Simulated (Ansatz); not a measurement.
# How Ta(100) screens a field, part 2 of 2

Wanted: the response of a Ta(100) slab to a perpendicular field.

Ansatz 0.2.0; plane-wave DFT, PBE, Ansatz PAW.

So far. Step 7 (Single point, field 0.2 V/Å): The dipole is 0.216 e·Å. Step 8 (Atoms held, field -0.2 V/Å): The dipole is -0.216 e·Å.

### Step 9. Atoms held, field 0.4 V/Å

Input file input.yaml:

```yaml
crystal:
  lattice:
    - [3.31, 0.0, 0.0]
    - [0.0, 3.31, 0.0]
    - [0.0, 0.0, 31.24]
  atoms:
    - { symbol: Ta, position: [0.0, 0.0, 0.2880921895] }
    - { symbol: Ta, position: [0.5, 0.5, 0.3410691421] }
    - { symbol: Ta, position: [0.0, 0.0, 0.3940460948] }
    - { symbol: Ta, position: [0.5, 0.5, 0.4470230474] }
    - { symbol: Ta, position: [0.0, 0.0, 0.5] }
    - { symbol: Ta, position: [0.5, 0.5, 0.5529769526] }
    - { symbol: Ta, position: [0.0, 0.0, 0.6059539052] }
    - { symbol: Ta, position: [0.5, 0.5, 0.6589308579] }
    - { symbol: Ta, position: [0.0, 0.0, 0.7119078105] }
kpoints:
  mp_grid: { grid: [16, 16, 1] }
hamiltonian:
  xc: pbe
scf:
  occupations: { method: fermi_dirac, width: 0.1 }
  convergence: { dr2_threshold: 1.0e-10 }
efield:
  axis: 3
  dipole_correction: true
  ramp_position: 0.97
  ramp_width: 0.06
  amplitude: 0.4
output:
  forces: true
  write_potential: true
  write_density: true
  volumetric_format: npy
  elf: true
```

Launch:

```bash
> ansatz run input.yaml --threads 4 --pin off --max-ram 6144MiB --backend cpu --events-out ev --progress --plain --runs-dir out
```

Numbers of over 12 decimals in the logs are rounded to 6 here.

The program printed:

```text
[...]
Crystal: 9 atoms, lattice volume = 342.269 Å³
Basis set: ecut = 420 eV, 6737 PW (Γ), exchange–correlation on 48×48×432 points (8 copies of the dense FFT grid, shifted against one another)
Bands: 71, of which v1, the nominal top of the filled ones, is band 59 counted from 1 (58 counted from 0)
Symmetry: 8 space group operations
k-points: 45 of 256
[...]
k-point 0: bands = [... 55 lower, 7.4435, 7.4435, 7.6247, 7.6247, 7.7005, 7.7005, 7.7040, 7.9114, ... 8 higher]
  k-point 1: bands = [... 55 lower, 7.3805, 7.4318, 7.5141, 7.5422, 7.5835, 7.6172, 7.7672, 7.8431, ... 8 higher]
  k-point 2: bands = [... 55 lower, 7.1373, 7.1835, 7.2368, 7.4879, 7.6307, 7.6842, 7.6939, 7.7336, ... 8 higher]
  k-point 44: bands = [... 55 lower, 6.2942, 6.2942, 7.0605, 7.0605, 7.9334, 7.9334, 9.1246, 9.1246, ... 8 higher]
[key lines of the parts left out:]
SCF converged after 17 iterations
Free energy (F): -89386.792855 eV
Fermi energy:    6.933185 eV
Dipole field:    D = 0.228677 V/Å  (p = 0.432541 e·Å, saw-weighted, corrected)
```

Elapsed: 47 s, on 4 threads of Intel Xeon Platinum 8488C (Sapphire Rapids), shared host; peak memory 1.2 GiB.

Running mean over 1.655 Å of the planar mean, with the applied field; the ramp of the sawtooth is left out. Table of electron's electrostatic potential energy less the Fermi level by z:

```
z (Å)  electron's electrostatic potential energy less the Fermi level (eV)
  3.5                                                                 2.75
  4.0                                                                 2.94
  4.5                                                                 3.14
  5.0                                                                 3.32
  5.5                                                                 3.48
  6.0                                                                 3.57
  6.5                                                                 3.49
  7.0                                                                 2.95
  7.5                                                                 1.26
  8.0                                                                -2.56
  8.5                                                                -7.21
  9.0                                                                -9.77
  9.5                                                                -10.3
 10.0                                                                -10.2
 10.5                                                                -10.1
 11.0                                                                -10.1
 11.5                                                                -10.1
 12.0                                                                -10.0
 12.5                                                                -10.0
 13.0                                                                -10.0
 13.5                                                                -9.98
 14.0                                                                -9.96
 14.5                                                                -9.95
 15.0                                                                -9.94
 15.5                                                                -9.93
 16.0                                                                -9.93
 16.5                                                                -9.94
 17.0                                                                -9.95
 17.5                                                                -9.97
 18.0                                                                -9.99
 18.5                                                                -10.0
 19.0                                                                -10.0
 19.5                                                                -10.1
 20.0                                                                -10.1
 20.5                                                                -10.1
 21.0                                                                -10.1
 21.5                                                                -10.2
 22.0                                                                -10.2
 22.5                                                                -8.79
 23.0                                                                -4.95
 23.5                                                               -0.345
 24.0                                                                 2.42
 24.5                                                                 3.54
 25.0                                                                 4.05
 25.5                                                                 4.36
 26.0                                                                 4.59
 26.5                                                                 4.80
 27.0                                                                 5.00
 27.5                                                                 5.20
 28.0                                                                 5.41
```

The dipole is 0.433 e·Å.

### Step 10. The response

This step: plane-wave DFT, PBE, Ansatz PAW; screening of a field by a metal slab (Ansatz 0.2.0).

The dipoles give the slope, and the difference of two potentials shows where the field is screened.

This step gave:

- equivalent conductor thickness p/(ε₀AE): 17.84 Å
- distance between the outer atoms: 13.24 Å
- inner field over outer field: -1.73e-5
- image plane, upper face: 2.292 Å
- induced electrons on the upper face over ε₀E: -0.9997
- image plane, lower face: 2.292 Å
- induced electrons on the lower face over ε₀E: 0.9998

The dipole of the cell by applied field:

```
applied field (V/Å)  dipole of the cell (e·Å)
             -0.200                    -0.216
             -0.100                    -0.108
             -0.050                   -0.0540
              0.000                         0
              0.050                    0.0540
              0.100                     0.108
              0.200                     0.216
              0.400                     0.433
```

Local field over the applied field, running mean. From the potentials at -0.05 and 0.05 V/Å; running mean over 1.655 Å. The local field over applied field by z:

| z (Å) | local field over applied field |
| --- | --- |
| 5 | 0.961 |
| 6 | 0.831 |
| 7 | 0.448 |
| 8 | 0.00676 |
| 9 | -0.0403 |
| 10 | -0.00633 |
| 11 | 0.00428 |
| 12 | 0.00538 |
| 13 | -2.4e-4 |
| 14 | -3.0e-5 |
| 15 | -5.2e-5 |
| 16 | -1.1e-5 |
| 17 | 4.3e-5 |
| 18 | -4.9e-4 |
| 19 | 0.00333 |
| 20 | 0.00735 |
| 21 | -0.00504 |
| 22 | -0.0224 |
| 23 | -0.0395 |
| 24 | 0.321 |
| 25 | 0.767 |
| 26 | 0.944 |
| 27 | 0.989 |

Electrons, planar mean, per unit field. Induced electron density against z:

| z (Å) | induced electron density (e/Å³ per V/Å) |
| --- | --- |
| 4.5 | 1.2e-4 |
| 5.0 | 2.6e-4 |
| 5.5 | 5.5e-4 |
| 6.0 | 0.00110 |
| 6.5 | 0.00205 |
| 7.0 | 0.00322 |
| 7.5 | 0.00367 |
| 8.0 | 0.00182 |
| 8.5 | -0.00162 |
| 9.0 | -2.7e-4 |
| 9.5 | 1.7e-4 |
| 10.0 | 7.5e-5 |
| 10.5 | -2.7e-4 |
| 11.0 | -8.2e-5 |
| 11.5 | 6.7e-5 |
| 12.0 | 5.8e-5 |
| 12.5 | 5.3e-5 |
| 13.0 | -2.1e-5 |
| 13.5 | -7.0e-6 |
| 14.0 | 1.4e-5 |
| 14.5 | -1.4e-5 |
| 15.0 | 5.9e-6 |
| 15.5 | 5.8e-6 |
| 16.0 | -1.0e-5 |
| 16.5 | 3.6e-6 |
| 17.0 | 5.5e-6 |
| 17.5 | -6.0e-6 |
| 18.0 | 6.9e-6 |
| 18.5 | 1.4e-5 |
| 19.0 | -8.0e-5 |
| 19.5 | -6.3e-5 |
| 20.0 | -4.0e-5 |
| 20.5 | 2.8e-4 |
| 21.0 | 1.1e-4 |
| 21.5 | -3.2e-4 |
| 22.0 | 2.4e-4 |
| 22.5 | 0.00112 |
| 23.0 | 8.6e-5 |
| 23.5 | -0.00315 |
| 24.0 | -0.00362 |
| 24.5 | -0.00263 |
| 25.0 | -0.00151 |
| 25.5 | -7.7e-4 |
| 26.0 | -3.8e-4 |
| 26.5 | -1.8e-4 |
| 27.0 | -7.9e-5 |

By hand: between -0.05 and 0.05 V/Å the dipole changes by 0.1080 e·Å, a slope of 1.080 e·Å²/V. A perfect conductor of thickness t has p = ε₀AEt, so t = 180.95 × 1.080 / 10.956 = 17.84 Å (e/ε₀ = 180.95 V·Å, A in Å²). Less the 13.24 Å between the outer atoms, and halved, that puts each image plane 2.30 Å out.

The induced dipole is that of a conductor 17.84 Å thick.

### Step 11. Varying the input

This step: plane-wave DFT, PBE, Ansatz PAW (Ansatz 0.2.0).

An input spoilt on purpose, to show how the run answers: it repeats the earlier run at 0.05 V/Å with efield.ramp_width from 0.06 to 0.9, and scf.max_iter set to 100.

input.yaml, as its differences from that of step 9:

```diff
@@ -22,2 +22,3 @@
   convergence: { dr2_threshold: 1.0e-10 }
+  max_iter: 100
 efield:
@@ -26,4 +27,4 @@
   ramp_position: 0.97
-  ramp_width: 0.06
-  amplitude: 0.4
+  ramp_width: 0.9
+  amplitude: 0.05
 output:
@@ -33,2 +34 @@
   volumetric_format: npy
-  elf: true
```

The program printed:

```text
Engine: ansatz 0.2.0, x86_64-unknown-linux-gnu
Pseudopotentials: kind: paw
Pseudopotential: Ta, paw, valence charge 13, recommended cutoff 420 eV (normal), Ta.paw.azcp
Functional definition: PBE
  parameter kappa = 0.804
  parameter beta = 0.066725
  exchange = pbe_x(kappa = kappa, mu = beta*pi^2/3)
  correlation = pbe_c(beta = beta)
Crystal: 9 atoms, lattice volume = 342.269 Å³
Basis set: ecut = 420 eV, 6737 PW (Γ), exchange–correlation on 48×48×432 points (8 copies of the dense FFT grid, shifted against one another)
Bands: 71, of which v1, the nominal top of the filled ones, is band 59 counted from 1 (58 counted from 0)
Symmetry: 8 space group operations
k-points: 45 of 256
Non-local potential: Ta, projectors of the file, l = 0: 3, l = 1: 2, l = 2: 2, l = 3: 1
PAW form: soft (Blöchl's): semilocal exchange-correlation on the pseudo side does not see the compensation charge
PAW one-centre angular grid: Ta, 590 points (default); XC on 64 Gauss nodes
Initial density: superposition of atomic densities (neutral atoms: chi_scale 0, normalization atom, screened)
Initial wavefunctions: pseudopotential atomic-orbital guess
Functional: x = pbe(κ = 0.804, μ = 0.219515), c = pbe(β = 0.066725)
Error: efield: ion 0 (Ta) at fractional coordinate 0.2881 along the field axis lies inside the sawtooth ramp with 2 of the planes that the density is read on at each end, [0.9607, 0.8793] — the ramp must sit in vacuum (an ion there feels the fictitious reversed slope); set or move the ramp (efield.ramp_position / ramp_width) or move the geometry
```

Wall time 0.26 s (4 threads); peak memory 0.63 GiB.

The program refused the input before any cycle.

The program's message: “Error: efield: ion 0 (Ta) at fractional coordinate 0.2881 along the field axis lies inside the sawtooth ramp with 2 of the planes that the density is read on at each end, [0.9607, 0.8793] — the ramp m …”

The fault put into the input: a ramp so wide that it reaches the atoms.

### Step 12. The same run with other settings

An input spoilt on purpose, to show how the run answers: it repeats the earlier run at 0.05 V/Å with scf.occupations from method: fermi_dirac, width: 0.1 to method: methfessel_paxton, width: 5.0, and scf.max_iter set to 100.

input.yaml, as its differences from that of step 11:

```diff
@@ -20,3 +20,3 @@
 scf:
-  occupations: { method: fermi_dirac, width: 0.1 }
+  occupations: { method: methfessel_paxton, width: 5.0 }
   convergence: { dr2_threshold: 1.0e-10 }
@@ -27,3 +27,3 @@
   ramp_position: 0.97
-  ramp_width: 0.9
+  ramp_width: 0.06
   amplitude: 0.05
```

The program printed:

```text
band count auto-derived: 187 (N_el = 117.0; filled up to band 59; 71 by the electrons, moments and atoms)
[...]
Crystal: 9 atoms, lattice volume = 342.269 Å³
Basis set: ecut = 420 eV, 6737 PW (Γ), exchange–correlation on 48×48×432 points (8 copies of the dense FFT grid, shifted against one another)
Bands: 187, of which v1, the nominal top of the filled ones, is band 59 counted from 1 (58 counted from 0)
Symmetry: 8 space group operations
k-points: 45 of 256
[...]
SCF iter   1: F=—  HF=-89394.829450 eV  |F-HF|=—  |Δ(HF+E_count)|=         —  Δρ=3.54e-2  dr2=9.96e1  ethr=3.10e-3  p=0.050 e·Å  D=2.62e-2 V/Å  ΔV_dip=-0.82 eV  dr2_dipole=1.13e-3  V_vac-E_F(+/−)=7.52/6.90 eV  ⟨swp⟩=14.2  Hψ=58892  notcnv=0
[...]
SCF iter  44: F=-89390.660019 eV  HF=-89390.660019 eV  |F-HF|=4.37e-11  |Δ(HF+E_count)|=   1.50e-8  S|Δr|=    0.00e0  Δρ=4.70e-8  dr2=1.89e-11  ethr=1.00e-12  p=0.077 e·Å  D=4.09e-2 V/Å  ΔV_dip=-1.28 eV  dr2_dipole=4.93e-15  V_vac-E_F(+/−)=1.37/1.19 eV  ⟨swp⟩=25.7  Hψ=70446  notcnv=0
WARN: efield: at this solve's end the planar-averaged density reaches -6.11e-4 e/Å³ inside the ramp window [0.9380, 0.0620] (bound 1e-5 e/Å³); the window's nearer edge stands 7.06 Å from this solve's nearest atom along the axis. Its free energy, forces, stress, dipole, levels and responses can be off, and this figure does not tell by how much. The cell may have no vacuum along `efield.axis`. A short vacuum, a low `basis.ecutwfc` or `basis.ecutrho_ratio` and negative occupations (`scf.occupations.method`) can put density there. See the manual's quickstart, § The vacuum guard
SCF 1 converged in 44 iterations: F = -89390.660019 eV  dr2 = 1.89e-11
[...]
SCF converged after 44 iterations
Stability not checked: this state was not tested for a lower state beside it, because cold or Methfessel-Paxton smearing, or corrected tetrahedra, fill the levels in a way that the test cannot read (fill_not_monotonic; see scf.lower_state_search)
Free energy (F): -89390.660019 eV
[...]
Internal energy: -89376.202179 eV  (E = F + TS)
E sigma→0 (E₀):  -89387.045559 eV
Entropy (-TS):   -14.457840 eV (-1606.427 meV/atom)
Fermi energy:    8.011573 eV
Dipole field:    D = 0.040867 V/Å  (p = 0.077300 e·Å, saw-weighted, corrected)
Work function:   not extracted (applied field tilts the vacuum); planar V_es + V_field profile in the machine report
[...]
Vacuum region:   at the solve's end the planar-averaged density reaches -6.11e-4 e/Å³ inside the ramp window [0.9380, 0.0620] (bound 1e-5 e/Å³)
[...]
--- Forces (eV/Å), atoms counted from 1 ---
  atom   1  Ta    -0.00000000     0.00000000    -0.81399134
  atom   2  Ta     0.00000000     0.00000000    -0.20100551
  atom   3  Ta     0.00000000     0.00000000     0.00223082
  atom   4  Ta     0.00000000     0.00000000    -0.00159147
  atom   5  Ta    -0.00000000     0.00000000    -0.00000015
  atom   6  Ta     0.00000000     0.00000000     0.00159272
  atom   7  Ta    -0.00000000     0.00000000    -0.00223126
  atom   8  Ta    -0.00000000     0.00000000     0.20107097
  atom   9  Ta    -0.00000000     0.00000000     0.81295403
  max |Σ_I F_I| component: 9.71e-4 eV/Å
--- Band table (eV; the first three rows and the last of 45) ---
  k-point 0: bands = [... 55 lower, 8.0805, 8.0805, 8.1694, 8.1694, 8.2369, 8.4136, 8.4136, 8.5735, ... 124 higher]
  k-point 1: bands = [... 55 lower, 8.0201, 8.0695, 8.1070, 8.1152, 8.3915, 8.4094, 8.4875, 8.5546, ... 124 higher]
  k-point 2: bands = [... 55 lower, 7.8676, 7.8759, 7.9694, 8.0462, 8.3526, 8.3540, 8.6867, 8.6916, ... 124 higher]
  k-point 44: bands = [... 55 lower, 6.9478, 6.9478, 7.6773, 7.6773, 8.4546, 8.4546, 10.2380, 10.2380, ... 124 higher]
```

Run time: 8.9 min. Hardware: 4 threads; peak memory 3.1 GiB.

```
                     quantity  this run  earlier run  difference
dipole along the normal (e·Å)   0.07730      0.05401       0.023
```

It moves by +0.0233 e·Å.

With this change the program also warns of density in the ramp of the sawtooth; these numbers are not the system's.

### Step 13. Results

| Quantity | Value |
| --- | --- |
| work function | 4.00 eV |
| image plane, upper face | 2.29 Å |
| induced electrons on the upper face over ε₀E | -1.000 |
| equivalent conductor thickness p/(ε₀AE) | 17.8 Å |
| inner field over outer field | -1.7e-5 |

**Reading.** The induced charge has its centre 2.29 Å outside the outermost atoms; this is the plane from which a capacitor's gap or an image potential counts. The equivalent conductor thickness exceeds the distance between the outer atoms by 4.60 Å, about the sum of the two image-plane distances. In the middle of the slab the field is screened to under 0.5 % of its outer value. The atoms are held at bulk positions with the tabulated experimental lattice constant.

[Logs are printed without paths, hosts, clocks, repeated set-up lines and the standing remarks that a program may print on its own settings, such as how far it seeks lower states.]

[Hosts, paths, dates, database ids (printed as entryN), source tags and the programs' standing remarks are cut or masked in the printed files.]

[Maps of the electrostatic potential energy from Ansatz leave out the sawtooth potential of an applied field or a dipole correction, so their vacuum need not be flat; planar profiles and work functions include it.]
